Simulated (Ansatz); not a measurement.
Consider OsF2 (1T sheet).

The cell holds 3 atoms: 1 Os and 2 F. Its edges and angles: a = 3.323 Å, b = 3.323 Å, c = 28.981 Å, α = 90.0°, β = 90.0°, γ = 120.0°. Vacuum lies along c.

```xyz
3
Lattice="0.0000 2.3499 2.3499 2.3499 -2.3499 0.0000 16.7324 16.7324 -16.7324" Properties=species:S:1:pos:R:3
Os    5.3667    5.3667   -5.3667
F     7.4284    5.0785   -5.0785
F     5.6548    5.6548   -3.3049
```

The structure was relaxed with PBEsol. The structure was generated from a model, not taken from a measurement. The runs that relaxed it are not among those shown. The program's search for lower electronic states was switched off, so nothing shows that the state found is the lowest. Spin-orbit coupling is left out unless a run names it. PAW set soft_2, made with PBE.

A constrained-RPA run (Ansatz 0.2.0; non-magnetic PBEsol; Os t2g + anion p, bands v9 to v1, 6×6×1 mesh, medium accuracy) builds 9 functions on bands 9.9 eV wide, with 18.0 electrons in the window. The bare on-site interaction is 14.1 eV and the bare J 0.58 eV.

What U and J survive the screening?

On the Os t2g shell, U = 4.66 eV (33 % of the bare value), U′ = 3.75 eV, J = 0.38 eV.

The parent state is non-magnetic and the interaction static (zero frequency); U depends on the window and the orbitals, so it belongs to this model alone. Spin-orbit coupling, which is strong for atoms this heavy, is left out. A window that holds the anion p bands defines a model with explicit ligands; its U belongs to that model and is not the U of DFT+U.

[Paths, hosts, dates, memory and timing lines, banners, echoed tables and standing remarks are left out of the program output.]

[Logs are printed without paths, hosts, clocks, repeated set-up lines and the standing remarks that a program may print on its own settings, such as how far it seeks lower states.]

[Runs of the session that timed out or met a known fault of the program may be left out.]

[Hosts, paths, dates, database ids (printed as entryN), source tags and the programs' standing remarks are cut or masked in the printed files.]
